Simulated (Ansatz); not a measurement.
# SnTe2 (model cell, started as fluorite): phonons and vibrational spectra, part 2 of 3

Task: relax SnTe2 (model cell, started as fluorite), then find its harmonic phonons.

Ansatz 0.2.0; DFT PBE, scalar-relativistic, plane waves, PAW.

So far: The structure; Coarse relaxation; Relaxation. The relaxed cell has a = 7.447 Å (conventional setting).

The structure was built from a prototype and need not be the compound's stable phase.

**4. Relaxing to small forces for the phonons**

Phonons need a cell at rest on their own settings, so the relaxation is repeated with tight tolerances on forces and stress, using the mesh and the filling of the phonon run that follows.

input.yaml reads:

```yaml
crystal:
  lattice:
    - [0.0, 3.7232746473, 3.7232746473]
    - [3.7232746473, 0.0, 3.7232746473]
    - [3.7232746473, 3.7232746473, 0.0]
  atoms:
    - { symbol: Sn, position: [0.0, 0.0, 0.0] }
    - { symbol: Te, position: [0.25, 0.25, 0.25] }
    - { symbol: Te, position: [0.75, 0.75, 0.75] }
kpoints:
  mp_grid: { grid: [12, 12, 12] }
hamiltonian:
  xc: pbe
scf:
  occupations: { method: methfessel_paxton, width: 0.2 }
output:
  forces: true
  stress: true
  eigenvalues: true
  write_density: true
  write_potential: true
  elf: true
  volumetric_format: npy
relax:
  adjacent_minimum: "off"
  f_tol: 0.001
  max_steps: 60
  cell: { stress_tol: 0.01 }
```

On the command line:

```console
$ ansatz run input.yaml --threads 4 --pin off --max-ram 7168MiB --backend cpu --events-out ev --progress --plain --runs-dir out
```

Numbers of over 12 decimals in the logs are rounded to 6 here.

The program printed:

```text
[...]
Crystal: 3 atoms, lattice volume = 103.230 Å³
Basis set: ecut = 420 eV, 1989 PW (Γ), exchange–correlation on 72×72×72 points (8 copies of the dense FFT grid, shifted against one another)
Bands: 28, of which v1, the nominal top of the filled ones, is band 23 counted from 1 (22 counted from 0)
Symmetry: 48 space group operations
[...]
k-points: 72 of 1728
[...]
k-point 71: bands = [... 19 lower, 5.4758, 5.4758, 7.1136, 8.6176, 8.7278, 10.4152, 11.5797, 11.5797, ... 1 higher]
--- Relaxed structure (2 steps of the walk, 2 accepted, 1 SCFs on fresh bases) ---
[...]
cell:  # Å, volume = 103.1866 Å³
    - [0, 3.722755, 3.722755]
    - [3.722755, 0, 3.722755]
    - [3.722755, 3.722755, 0]
  atoms:
    - { symbol: Sn, position: [0, 0, 0] }
    - { symbol: Te, position: [0.25, 0.25, 0.25] }
    - { symbol: Te, position: [0.750000, 0.750000, 0.750000] }
[key lines of the parts left out:]
SCF converged after 5 iterations
Free energy (F): -19983.743660 eV
Fermi energy:    7.903228 eV
P = ⅓ Tr σ = 0.0009 GPa (0.009 kbar)
```

Wall time 8.1 s (4 threads of Arm Neoverse V2, shared host); peak memory 0.52 GiB.

Little changed from the start: no atom moved by 0.005 Å and no cell edge by 0.1 %.

Numbers from this step:

```yaml
pressure: 9.49e-4 GPa
volume_per_atom: 34.40 Å³
```

ELF in the ac plane of a cell with a along [110], b along [-110] and c along [001] of the cube at fractional y = 0.000, with atoms of Sn and Te within 0.2 Å of it. It is the smooth field of the valence electrons, not physical close to the nuclei.

Values, 11 rows by 16 columns, each cell a mean:
```
0.14 0.32 0.33 0.43 0.44 0.36 0.32 0.19 0.14 0.32 0.33 0.43 0.44 0.36 0.32 0.19
0.32 0.33 0.56 0.47 0.42 0.56 0.38 0.31 0.32 0.33 0.56 0.47 0.42 0.56 0.38 0.31
0.12 0.32 0.55 0.17 0.10 0.48 0.43 0.13 0.12 0.32 0.55 0.17 0.10 0.48 0.43 0.13
0.03 0.28 0.58 0.37 0.31 0.56 0.40 0.05 0.03 0.28 0.58 0.37 0.31 0.56 0.40 0.05
0.01 0.11 0.39 0.51 0.52 0.45 0.17 0.02 0.01 0.11 0.39 0.51 0.52 0.45 0.17 0.02
0.01 0.03 0.13 0.25 0.26 0.17 0.05 0.01 0.01 0.03 0.13 0.25 0.26 0.17 0.05 0.01
0.02 0.15 0.49 0.56 0.54 0.53 0.25 0.03 0.02 0.15 0.49 0.56 0.54 0.53 0.25 0.03
0.04 0.30 0.57 0.28 0.21 0.52 0.42 0.06 0.04 0.30 0.57 0.28 0.21 0.52 0.42 0.06
0.18 0.33 0.55 0.21 0.13 0.50 0.42 0.18 0.18 0.33 0.55 0.21 0.13 0.50 0.42 0.18
0.31 0.33 0.52 0.53 0.51 0.56 0.36 0.32 0.31 0.33 0.52 0.53 0.51 0.56 0.36 0.32
0.08 0.30 0.29 0.33 0.34 0.28 0.32 0.14 0.08 0.30 0.29 0.33 0.34 0.28 0.32 0.14
```
Columns run along a (10.5 Å), rows up along c (7.4 Å), edges of the conventional cell, whose origin can differ from the input's. Atoms in or near the plane, at fractional coordinates: Sn at (0.00, 0.00), Sn at (0.50, 0.00), Te at (0.25, 0.25), Te at (0.75, 0.25), Te at (0.25, 0.75), Te at (0.75, 0.75).

Electrostatic potential energy in the ac plane of a cell with a along [110], b along [-110] and c along [001] of the cube at fractional y = 0.000, with atoms of Sn and Te within 0.2 Å of it. With pseudopotentials it is smooth inside the atoms' cores, unlike the true potential.

Ten even steps from '0' (-9 eV) to '9' (45 eV), each cell a mean:
```
840133333332017840133333332017
100233222333101100233222333101
012331000123210012331000123210
223320143013332223320143013332
333310699202333333310699202333
333310699202333333310699202333
333320153013333333320153013333
333331000123333333331000123333
443333222333334443333222333334
444333333333344444333333333344
444333333333344444333333333344
443333333333344443333333333344
443332111233334443332111233334
333320010023333333320010023333
333320487102333333320487102333
333310799302333333310799302333
333310487102333333310487102333
122320010023322122320010023322
001232111233200001232111233200
510233333332104510233333332104
950133333332028950133333332028
```
Columns run along a (10.5 Å; values clipped at the 3rd and 97th percentile), rows up along c (7.4 Å), edges of the conventional cell, whose origin can differ from the input's. Atoms in or near the plane, at fractional coordinates: Sn at (0.00, 0.00), Sn at (0.50, 0.00), Te at (0.25, 0.25), Te at (0.75, 0.25), Te at (0.25, 0.75), Te at (0.75, 0.75).

Valence density in the ac plane of a cell with a along [110], b along [-110] and c along [001] of the cube at fractional y = 0.000, with atoms of Sn and Te within 0.2 Å of it. It is the smooth field of the valence electrons, not physical close to the nuclei.

Ten steps, logarithmic in the rise over the least value, from '_' (0 e/Å³) to '@' (15 e/Å³), each cell a mean:
```
@@##==::................--**%%@@##==::................--**%%
**++--......::::::......::==****++--......::::::......::==**
--::::..::::--==----::....::----::::..::::--==----::....::--
........::--**####++--................::--**####++--........
______..::++%%@@@@**--::..__________..::++%%@@@@**--::..____
______..::++%%@@@@**--::..__________..::++%%@@@@**--::..____
______..::--**####++::..____________..::--**####++::..______
________..::--====--::..______________..::--====--::..______
__________..::::::....__________________..::::::....________
____________........______________________........__________
______________....__________________________....____________
__________..........____________________..........__________
________....::--::::..________________....::--::::..________
________..--==**++--::..______________..--==**++--::..______
______..::==##@@%%**--..____________..::==##@@%%**--..______
______..::++%%@@@@##--::..__________..::++%%@@@@##--::..____
........::==##@@%%**--::..............::==##@@%%**--::......
::......::--==**++--::......::::......::--==**++--::......::
==--::....::::----::....::--====--::....::::----::....::--==
%%**--::................::++##%%**--::................::++##
@@%%==::................--**@@@@%%==::................--**@@
```
Columns run along a (10.5 Å), rows up along c (7.4 Å), edges of the conventional cell, whose origin can differ from the input's. Atoms in or near the plane, at fractional coordinates: Sn at (0.00, 0.00), Sn at (0.50, 0.00), Te at (0.25, 0.25), Te at (0.75, 0.25), Te at (0.25, 0.75), Te at (0.75, 0.75).

The forces vanish by symmetry and the pressure is 0.001 GPa, within the tolerances set. The cell now holds 34.40 Å³/atom.

**5. Linear response at the zone centre**

The zone centre comes first: it holds the modes that light can see, as far as symmetry allows. No field response is asked, since the mesh shows no gap.

input.yaml, the sections that differ from step 4:

```yaml
crystal:
  lattice:
    - [0.0, 3.7227547923, 3.7227547923]
    - [3.7227547923, 0.0, 3.7227547923]
    - [3.7227547923, 3.7227547923, 0.0]
  atoms:
    - { symbol: Sn, position: [0.0, 0.0, 0.0] }
    - { symbol: Te, position: [0.25, 0.25, 0.25] }
    - { symbol: Te, position: [0.75, 0.75, 0.75] }
output:
  eigenvalues: true
phonons:
  method: dfpt
# kpoints, hamiltonian, scf: as in step 4
# relax: removed
```

The program printed:

```text
zone centre: on kpoints.mp_grid the ground state, and the responses unless they are solved on pairs of k-points, stand on 163 of the mesh's 1728 k-points, reduced under 8 symmetry operations, with k and −k counted as one. Each operation leaves every solved displacement unchanged or reverses it
[...]
Crystal: 3 atoms, lattice volume = 103.187 Å³
Basis set: ecut = 420 eV, 1989 PW (Γ), exchange–correlation on 72×72×72 points (8 copies of the dense FFT grid, shifted against one another)
Bands: 28, of which v1, the nominal top of the filled ones, is band 23 counted from 1 (22 counted from 0)
Symmetry: 48 space group operations
k-points: 163 of 1728 (irreducible under 8 space group operations, time reversal used)
[...]
SCF iter   1: F=—  HF=-19983.745280 eV  |F-HF|=—  |Δ(HF+E_count)|=         —  Δρ=1.28e-3  dr2=2.45e-3  ethr=1.77e-3  ⟨swp⟩=6.5  Hψ=20418  notcnv=0
[...]
SCF iter   8: F=-19983.743660 eV  HF=-19983.743660 eV  |F-HF|=7.28e-12  |Δ(HF+E_count)|=  3.27e-11  S|Δr|=    0.00e0  Δρ=8.00e-8  dr2=7.56e-12  ethr=1.00e-12  ⟨swp⟩=5.4  Hψ=24973  notcnv=0
SCF 1 converged in 8 iterations: F = -19983.743660 eV  dr2 = 7.56e-12
[...]
DFPT response loops at Γ: preconditioner auto → Kerker (q_TF=auto, 2.385 Å⁻¹) (partly filled bands, converged f_vac=0.080); β = 1.00, the filter's whole step (`scf.mixing.beta` (0.50) is not read by the response loops under this deck's `scf.mixing.preconditioner`; to damp them name `kerker` or `kerker_dos`, under which they read `scf.mixing.beta`, and type it under 1.00, their step now; both keys bind the ground state too); Broyden in place of MSR1
SCF converged after 8 iterations
[...]
Free energy (F): -19983.743660 eV
[...]
Internal energy: -19983.744457 eV  (E = F + TS)
E sigma→0 (E₀):  -19983.743860 eV
Entropy (-TS):   0.000796 eV (0.265 meV/atom)
Fermi energy:    7.903227 eV
[...]
--- Band table (eV; the first three rows and the last of 163) ---
  k-point 0: bands = [... 19 lower, 5.3614, 5.3614, 6.5735, 6.5735, 6.5735, 9.5716, 9.5716, 9.5716, ... 1 higher]
  k-point 1: bands = [... 19 lower, 5.3290, 5.3290, 6.5628, 6.5628, 6.9688, 9.5793, 9.6097, 9.6097, ... 1 higher]
  k-point 2: bands = [... 19 lower, 5.2524, 5.2524, 6.5112, 6.5112, 7.6521, 9.7410, 9.7617, 9.7617, ... 1 higher]
  k-point 162: bands = [... 19 lower, 5.4758, 5.4758, 7.1136, 8.6176, 8.7278, 10.4152, 11.5797, 11.5797, ... 1 higher]
--- Phonons (Γ-DFPT): 2 representative perturbations + reference, on 163 of 1728 k-points (Σ response iterations 6) ---
  k mesh reduced under 8 symmetry operations, with k and −k counted as one. Each operation leaves every solved displacement unchanged or reverses it
  ASR residual: 6.805e-5 → 0.000e0 eV/Å²; symmetrization residual: 1.949e-5 eV/Å²
  ASR residual per site (eV/Å²): 6.81e-5 1.24e-5 1.24e-5
  Γ frequencies (cm⁻¹): 0.00 0.00 0.00 66.35 66.35 66.35 74.31 74.31 74.31
  non-analytic LO–TO correction: not included (Born effective charges unavailable; polar crystals: no LO–TO splitting at Γ)
```

Wall time 31 s (4 threads); peak memory 1.8 GiB; 2 min of CPU time.

This step gave:

- sum-rule residual before enforcement: 6.81e-5 eV/Å²
- point group: m-3m
- highest optical mode at the zone centre (no LO-TO term): 74.31 cm⁻¹
- lowest optical zone-centre mode: 66.35 cm⁻¹

Patterns of degenerate modes are one choice out of their space. Modes at Γ, with each element's share of the kinetic energy:

```csv
mode,frequency (cm⁻¹),symmetry,Sn %,Te %
1,0.0,acoustic,32,68
2,0.0,acoustic,32,68
3,0.0,acoustic,32,68
4,66.3,T2g,0,100
5,66.3,T2g,0,100
6,66.3,T2g,0,100
7,74.3,T1u,68,32
8,74.3,T1u,68,32
9,74.3,T1u,68,32
```

Displacements in mode 5 (66.3 cm⁻¹), the largest set to 1:
```
Sn1  0.00  0.00  0.00
Te2 -0.05  1.00  0.84
Te3  0.05 -1.00 -0.84
```

Displacements in mode 8 (74.3 cm⁻¹), the largest set to 1:
```
Sn1  0.00  0.00  1.00
Te2  0.00  0.00 -0.47
Te3  0.00  0.00 -0.47
```

Before it was imposed, the acoustic sum rule was missed by 6.8e-5 eV/Å². Small misses are needed for a sound result but don't prove that mesh and cutoff are converged. The lowest optical mode is real, 66.3 cm⁻¹.

(Continued in part 3 of 3.)

[Logs are printed without paths, hosts, clocks, repeated set-up lines and the standing remarks that a program may print on its own settings, such as how far it seeks lower states.]

[Hosts, paths, dates, database ids (printed as entryN), source tags and the programs' standing remarks are cut or masked in the printed files.]
